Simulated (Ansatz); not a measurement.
**Bands, cutoff and cost in G0W0 for Sr2SiS4 (P2_1/m)**

Aim: see how the G0W0 gap of Sr2SiS4 (P2_1/m) on r2SCAN moves with empty bands and screening cutoff, and what each rung costs.

Calculated with Ansatz 0.2.0; G0W0 on r2SCAN, plane waves, PAW.

## Step 1: Set-up

It takes space group P2_1/m (No. 11, monoclinic). Conventional cell: a = 6.609 Å, b = 6.660 Å, c = 8.262 Å, α = 90.00°, β = 108.22°, γ = 90.00°. Sr has 9 S at 2.96 to 3.80 Å and 4 Si at 3.51 to 3.93 Å nearest. Nearest to Sr lie 8 S at 3.04 to 3.46 Å and 3 Si at 3.71 to 3.89 Å. Si has 4 S at 2.12 to 2.13 Å and 7 Sr at 3.51 to 3.93 Å nearest. Nearest to S lie 1 Si at 2.12 Å and 5 Sr at 3.03 to 3.80 Å. Nearest to S lie 1 Si at 2.13 Å and 4 Sr at 2.96 to 3.46 Å. Nearest to S lie 1 Si at 2.12 Å and 4 Sr at 3.01 to 3.13 Å. Farther neighbours and most contacts between anions are not listed.

The cell and positions are those that the Materials Project relaxed with its own functionals (PBE, PBE+U or r2SCAN), kept fixed. The default PAW set here is soft_2. Its files were made with PBE.

## Step 2: 148 empty bands, screening to 33 eV

Now the one-shot GW correction: screening in the RPA, then the self-energy of the levels asked for.

input.yaml

```yaml
crystal:
  lattice:
    - [6.6087392105, 0.0, 0.0]
    - [0.0, 6.65954238, 0.0]
    - [-2.5827482587, 0.0, 7.848229828]
  atoms:
    - { symbol: Sr, position: [0.2836712, 0.75, 0.95180912] }
    - { symbol: Sr, position: [0.7163288, 0.25, 0.04819088] }
    - { symbol: Sr, position: [0.2248299, 0.75, 0.42926377] }
    - { symbol: Sr, position: [0.7751701, 0.25, 0.57073623] }
    - { symbol: Si, position: [0.72130103, 0.75, 0.7968462] }
    - { symbol: Si, position: [0.27869897, 0.25, 0.2031538] }
    - { symbol: S, position: [0.88645343, 0.75, 0.06157594] }
    - { symbol: S, position: [0.11354657, 0.25, 0.93842406] }
    - { symbol: S, position: [0.91690048, 0.75, 0.63566798] }
    - { symbol: S, position: [0.08309952, 0.25, 0.36433202] }
    - { symbol: S, position: [0.51038414, 0.50196672, 0.7372482] }
    - { symbol: S, position: [0.48961586, 0.00196672, 0.2627518] }
    - { symbol: S, position: [0.48961586, 0.49803328, 0.2627518] }
    - { symbol: S, position: [0.51038414, 0.99803328, 0.7372482] }
kpoints:
  mp_grid: { grid: [2, 2, 2] }
hamiltonian:
  xc: r2scan
scf:
  occupations: { method: fixed }
gw:
  n_empty_bands: 148
  ecut_chi: 33
  qp_bands: [v4, c4]
  qp_kpoints: band_edges
  screening: { model: contour_deformation }
```

On the command line:

```console
ansatz run input.yaml --threads 24 --pin off --max-ram 82944MiB --backend cuda --events-out ev --progress --plain --runs-dir out --devices 1 --max-vram 78GiB
```

Numbers of over 12 decimals in the logs are rounded to 6 here.

The program printed:

```text
GPUs: using 1 of 1 available (devices: 1).
Engine: ansatz 0.2.0, aarch64-unknown-linux-gnu
Pseudopotentials: kind: paw
Pseudopotential: Sr, paw, valence charge 10, recommended cutoff 500 eV (meta_gga), Sr.paw.azcp
Pseudopotential: Si, paw, valence charge 4, recommended cutoff 500 eV (meta_gga), Si.paw.azcp
Pseudopotential: S, paw, valence charge 6, recommended cutoff 500 eV (meta_gga), S.paw.azcp
Functional definition: r2SCAN
  parameter k0 = 0.174
  parameter k1 = 0.065
  parameter a1 = 4.9479
  exchange = r2scan_x(k0 = k0, k1 = k1, a1 = a1)
  correlation = r2scan_c
[...]
Crystal: 14 atoms, lattice volume = 345.410 Å³
Basis set: ecut = 500 eV, 8735 PW (Γ), exchange–correlation on 200×200×256 points (64 copies of the dense FFT grid, shifted against one another)
Bands: 62, of which v1, the nominal top of the filled ones, is band 48 counted from 1 (47 counted from 0)
Symmetry: 4 space group operations
Space group: P21/m (ITA 11), of the structure as read, at distance tolerance 7.0e-5 Å
k-points: 8
Non-local potential: Sr, projectors of the file, l = 0: 3, l = 1: 2, l = 2: 2
Non-local potential: Si, projectors of the file, l = 0: 2, l = 1: 2, l = 2: 2
Non-local potential: S, projectors of the file, l = 0: 2, l = 1: 2, l = 2: 2
PAW form: soft (Blöchl's): semilocal exchange-correlation on the pseudo side does not see the compensation charge
PAW frozen core: Sr, regenerated for the run's functional (the file was generated under x = pbe(κ = 0.804, μ = 0.219515), c = pbe(β = 0.066725))
PAW frozen core: Si, regenerated for the run's functional (the file was generated under x = pbe(κ = 0.804, μ = 0.219515), c = pbe(β = 0.066725))
PAW frozen core: S, regenerated for the run's functional (the file was generated under x = pbe(κ = 0.804, μ = 0.219515), c = pbe(β = 0.066725))
PAW one-centre angular grid: Sr, 302 points (default); XC on 160 Gauss nodes
PAW one-centre angular grid: Si, 302 points (default); XC on 160 Gauss nodes
PAW one-centre angular grid: S, 302 points (default); XC on 160 Gauss nodes
Initial density: superposition of atomic densities (neutral atoms: chi_scale 0, normalization atom), corrected by the library's trained network
Initial wavefunctions: pseudopotential atomic-orbital guess
[...]
Functional: x = r2scan, c = r2scan; τ floored in thin density (d = 2e-4 eV/Å³)
SCF iter   1: F=—  HF=-22770.275643 eV  |F-HF|=—  |Δ(HF+E_count)|=         —  Δρ=4.35e-3  dr2=6.68e-2  dr2_τ=1.34e-1  ethr=1.77e-3  ⟨swp⟩=6.8  Hψ=2001  notcnv=0  defer=81
preconditioner: auto → Resta (q_TF=auto, 2.204 Å⁻¹)  ε∞=3.0  [insulator: Δε(μ)=3.415 eV  Ē_g=13.374 eV  n_scr=64 (ndim 8)  ℏωp=18.7 eV  f_vac=0.008  ε∞_Penn≈3.0]
SCF iter   2: F=—  HF=-22770.527555 eV  |F-HF|=—  |Δ(HF+E_count)|=   2.52e-1  Δρ=2.65e-3  dr2=1.74e-2  dr2_τ=7.86e-4  ethr=6.96e-5  ⟨swp⟩=3.1  Hψ=947  notcnv=0  defer=96
SCF iter   3: F=—  HF=-22770.525325 eV  |F-HF|=—  |Δ(HF+E_count)|=   2.23e-3  Δρ=4.11e-4  dr2=9.96e-4  dr2_τ=1.09e-4  ethr=1.82e-5  ⟨swp⟩=4.0  Hψ=846  notcnv=0  defer=96
SCF iter   4: F=—  HF=-22770.525287 eV  |F-HF|=—  |Δ(HF+E_count)|=   3.75e-5  Δρ=1.06e-4  dr2=4.40e-5  dr2_τ=2.74e-6  ethr=1.04e-6  ⟨swp⟩=2.0  Hψ=635  notcnv=0  defer=96
SCF iter   5: F=—  HF=-22770.525306 eV  |F-HF|=—  |Δ(HF+E_count)|=   1.87e-5  Δρ=3.14e-5  dr2=4.11e-6  dr2_τ=3.08e-7  ethr=4.58e-8  ⟨swp⟩=2.0  Hψ=693  notcnv=0  defer=96
SCF iter   6: F=—  HF=-22770.525308 eV  |F-HF|=—  |Δ(HF+E_count)|=   2.14e-6  Δρ=7.77e-6  dr2=3.39e-7  dr2_τ=3.31e-8  ethr=4.28e-9  ⟨swp⟩=2.0  Hψ=815  notcnv=0  defer=96
SCF iter   7: F=-22770.525308 eV  HF=-22770.525308 eV  |F-HF|=2.20e-9  |Δ(HF+E_count)|=   4.90e-8  Δρ=2.20e-6  dr2=3.19e-8  dr2_τ=1.85e-9  ethr=1.04e-10  ⟨swp⟩=20.2  Hψ=3353  notcnv=0
SCF 1 converged in 7 iterations: F = -22770.525308 eV  dr2 = 3.19e-8
  greatest PAW one-centre occupation: 0.988 electrons in one spin orbital (limit 2), on the Sr atom at site 1 (counted from 0), in its partial waves of l = 0
[...]
NSCF: frozen V_eff on 8 k-points
[...]
SCF converged after 7 iterations
[...]
0    52      9.7756    -6.4634    -3.3415   -10.8665  0.8242    10.8493    10.8372  root
     1    45      4.6741   -17.4297     2.6656   -14.5125  0.7938     4.4218     4.4226  root
     1    46      4.8412   -17.5012     2.6828   -14.5852  0.7936     4.6074     4.6080  root
     1    47      5.0339   -18.2404     2.7013   -15.3842  0.7974     4.8788     4.8792  root
     1    48      5.1877   -18.3350     2.6975   -15.5056  0.7963     5.0557     5.0559  root
     1    49      9.3451    -7.0316    -3.2876   -11.4533  0.8239    10.4926    10.4792  root
     1    50      9.5909    -7.8245    -3.3748   -12.4711  0.8203    10.8805    10.8627  root
     1    51      9.6499    -6.3444    -3.3605   -10.7689  0.8250    10.7259    10.7139  root
     1    52      9.7979    -7.0311    -3.4098   -11.6404  0.8221    11.0132    10.9974  root
     2    45      4.4662   -17.8985     2.7211   -14.9546  0.7931     4.2428     4.2433  root
     2    46      4.4662   -17.8985     2.7211   -14.9546  0.7931     4.2428     4.2433  root
     2    47      4.9034   -17.7243     2.6981   -14.7998  0.7928     4.6765     4.6771  root
     2    48      4.9034   -17.7243     2.6981   -14.7998  0.7928     4.6765     4.6771  root
     2    49      9.5582    -7.0071    -3.3433   -11.4412  0.8219    10.6618    10.6489  root
     2    50      9.5582    -7.0071    -3.3433   -11.4412  0.8219    10.6618    10.6489  root
     2    51     10.0157    -5.8775    -3.4609   -10.3834  0.8253    11.0730    11.0606  root
     2    52     10.0157    -5.8775    -3.4609   -10.3834  0.8253    11.0730    11.0606  root
     3    45      4.7074   -17.7859     2.7075   -14.8691  0.7920     4.4976     4.4981  root
     3    46      4.7074   -17.7859     2.7075   -14.8691  0.7920     4.4976     4.4981  root
     3    47      4.8233   -17.5254     2.6733   -14.6230  0.7921     4.5936     4.5942  root
     3    48      4.8233   -17.5254     2.6733   -14.6230  0.7921     4.5936     4.5942  root
     3    49      9.6273    -7.3219    -3.3730   -11.9051  0.8212    10.8536    10.8374  root
     3    50      9.6273    -7.3219    -3.3730   -11.9051  0.8212    10.8536    10.8374  root
     3    51      9.9481    -6.4738    -3.4332   -11.0152  0.8236    11.0699    11.0563  root
[...]
7    45      4.5838   -17.5488     2.6970   -14.6046  0.7925     4.3359     4.3366  root
     7    46      4.5838   -17.5488     2.6970   -14.6046  0.7925     4.3359     4.3366  root
     7    47      4.6918   -17.4647     2.7111   -14.4822  0.7912     4.4195     4.4204  root
     7    48      4.6918   -17.4647     2.7111   -14.4822  0.7912     4.4195     4.4204  root
     7    49      9.9845    -6.7122    -3.3934   -11.2370  0.8217    11.1303    11.1157  root
     7    50      9.9845    -6.7122    -3.3934   -11.2370  0.8217    11.1303    11.1157  root
     7    51     10.0826    -6.2416    -3.4197   -10.7838  0.8220    11.2197    11.2051  root
     7    52     10.0826    -6.2416    -3.4197   -10.7838  0.8220    11.2197    11.2051  root
```

Run time: 4.1 s. Hardware: 1 × NVIDIA GB200 (shared by 2 runs) with 24 threads of Arm Neoverse V2, shared host; peak memory 1.9 GiB.

Numbers from this step:

```yaml
bands_summed: 196
rpa_eps_infinity_on_this_mesh_eigenvalues: 4.008, 4.062, 4.345
plane_waves_in_the_screening_matrix: 143
q_points_in_the_mesh: 8
g0w0_gap_on_the_mesh: 4.494 eV
k_of_the_valence_top: 0, 0, 0
k_of_the_conduction_bottom: -0.5, 0, 0
starting_gap_on_the_mesh: 3.399 eV
z_at_the_valence_top: 0.7947
z_at_the_conduction_bottom: 0.8292
least_direct_g0w0_gap_on_the_computed_points: 4.678 eV
```

The gap on the mesh goes from 3.40 eV to 4.49 eV, a correction of +1.09 eV. Between the two edge states, bare exchange in place of the xc potential would open the gap by 7.02 eV, and correlation takes back 5.93 eV.

## Step 3: 420 empty bands, screening to 66 eV

Bands and screening cutoff are moved together, since each hides the error of the other.

Changes to input.yaml since step 2:

```diff
@@ -27,4 +27,4 @@
 gw:
-  n_empty_bands: 148
-  ecut_chi: 33
+  n_empty_bands: 420
+  ecut_chi: 66
   qp_bands: [v4, c4]
```

The program printed:

```text
GPUs: using 1 of 1 available (devices: 1).
[...]
Crystal: 14 atoms, lattice volume = 345.410 Å³
Basis set: ecut = 500 eV, 8735 PW (Γ), exchange–correlation on 200×200×256 points (64 copies of the dense FFT grid, shifted against one another)
Bands: 62, of which v1, the nominal top of the filled ones, is band 48 counted from 1 (47 counted from 0)
Symmetry: 4 space group operations
[...]
k-points: 8
[...]
SCF iter   1: F=—  HF=-22770.275643 eV  |F-HF|=—  |Δ(HF+E_count)|=         —  Δρ=4.35e-3  dr2=6.68e-2  dr2_τ=1.34e-1  ethr=1.77e-3  ⟨swp⟩=6.8  Hψ=2001  notcnv=0  defer=81
[...]
SCF iter   7: F=-22770.525308 eV  HF=-22770.525308 eV  |F-HF|=2.20e-9  |Δ(HF+E_count)|=   4.90e-8  Δρ=2.20e-6  dr2=3.19e-8  dr2_τ=1.85e-9  ethr=1.04e-10  ⟨swp⟩=20.2  Hψ=3353  notcnv=0
SCF 1 converged in 7 iterations: F = -22770.525308 eV  dr2 = 3.19e-8
[...]
NSCF: frozen V_eff on 8 k-points
[...]
SCF converged after 7 iterations
[...]
0    52      9.7756    -6.4634    -3.6939   -10.8665  0.8176    10.4899    10.4848  root
     1    45      4.6741   -17.4297     2.3384   -14.5125  0.7846     4.0914     4.0953  root
     1    46      4.8412   -17.5012     2.3479   -14.5852  0.7844     4.2692     4.2730  root
     1    47      5.0339   -18.2404     2.3366   -15.3842  0.7877     4.5114     4.5144  root
     1    48      5.1877   -18.3350     2.3296   -15.5056  0.7865     4.6852     4.6879  root
     1    49      9.3451    -7.0316    -3.6441   -11.4533  0.8169    10.1287    10.1228  root
     1    50      9.5909    -7.8245    -3.7501   -12.4711  0.8120    10.4958    10.4874  root
     1    51      9.6499    -6.3444    -3.7218   -10.7689  0.8186    10.3575    10.3525  root
[...]
7    49      9.9845    -6.7122    -3.7593   -11.2370  0.8149    10.7562    10.7499  root
     7    50      9.9845    -6.7122    -3.7593   -11.2370  0.8149    10.7562    10.7499  root
     7    51     10.0826    -6.2416    -3.7922   -10.7838  0.8157    10.8388    10.8326  root
     7    52     10.0826    -6.2416    -3.7922   -10.7838  0.8157    10.8388    10.8326  root
```

Run time: 5.5 s. Hardware: 1 × NVIDIA GB200 (shared by 2 runs) with 24 threads; peak memory 2.9 GiB.

This step gave:

```yaml
bands_summed: 468
rpa_eps_infinity_on_this_mesh_eigenvalues: 3.978, 4.020, 4.312
plane_waves_in_the_screening_matrix: 431
q_points_in_the_mesh: 8
g0w0_gap_on_the_mesh: 4.533 eV
k_of_the_valence_top: 0, 0, 0
k_of_the_conduction_bottom: -0.5, 0, 0
starting_gap_on_the_mesh: 3.399 eV
z_at_the_valence_top: 0.7847
z_at_the_conduction_bottom: 0.8243
least_direct_g0w0_gap_on_the_computed_points: 4.727 eV
```

Against the run with 2×2×2 mesh, 148 empty bands, screening to 33 eV, the gap moves by +0.04 eV.

## Step 4: 904 empty bands, screening to 110 eV

Changes to input.yaml since step 3:

```diff
@@ -27,4 +27,4 @@
 gw:
-  n_empty_bands: 420
-  ecut_chi: 66
+  n_empty_bands: 904
+  ecut_chi: 110.0
   qp_bands: [v4, c4]
```

The program printed:

```text
GPUs: using 1 of 1 available (devices: 1).
[...]
Crystal: 14 atoms, lattice volume = 345.410 Å³
Basis set: ecut = 500 eV, 8735 PW (Γ), exchange–correlation on 200×200×256 points (64 copies of the dense FFT grid, shifted against one another)
Bands: 62, of which v1, the nominal top of the filled ones, is band 48 counted from 1 (47 counted from 0)
Symmetry: 4 space group operations
[...]
k-points: 8
[...]
1    50      9.5909    -7.8245    -3.9446   -12.4711  0.8097    10.2979    10.2929  root
     1    51      9.6499    -6.3444    -3.8839   -10.7689  0.8170    10.1934    10.1905  root
[...]
7    49      9.9845    -6.7122    -3.9335   -11.2370  0.8129    10.5794    10.5757  root
     7    50      9.9845    -6.7122    -3.9335   -11.2370  0.8129    10.5794    10.5757  root
     7    51     10.0826    -6.2416    -3.9587   -10.7838  0.8140    10.6697    10.6661  root
     7    52     10.0826    -6.2416    -3.9587   -10.7838  0.8140    10.6697    10.6661  root
[key lines of the parts left out:]
SCF converged after 7 iterations
```

Run time: 11 s. Hardware: 1 × NVIDIA GB200 (shared by 2 runs) with 24 threads; peak memory 4.4 GiB.

Numbers from this step:

| Item | Value |
| --- | --- |
| bands summed | 952 |
| RPA ε∞ on this mesh (eigenvalues) | 3.964, 4.009, 4.295 |
| plane waves in the screening matrix | 911 |
| G0W0 gap on the mesh | 4.655 eV |
| k of the valence top | 0, 0, 0 |
| k of the conduction bottom | -0.5, 0, 0 |
| starting gap on the mesh | 3.399 eV |
| least direct G0W0 gap on the computed points | 4.851 eV |

Against the run with 2×2×2 mesh, 420 empty bands, screening to 66 eV, the gap moves by +0.12 eV.

(Continued in part 2 of 2.)

[Paths, hosts, dates, memory and timing lines, banners, echoed tables and standing remarks are left out of the program output.]

[Logs are printed without paths, hosts, clocks, repeated set-up lines and the standing remarks that a program may print on its own settings, such as how far it seeks lower states.]

[Runs of the session that timed out or met a known fault of the program may be left out.]

[Cells called generated may have been cut or substituted from an entry of the Crystallography Open Database or the Materials Project.]

[Hosts, paths, dates, database ids (printed as entryN), source tags and the programs' standing remarks are cut or masked in the printed files.]
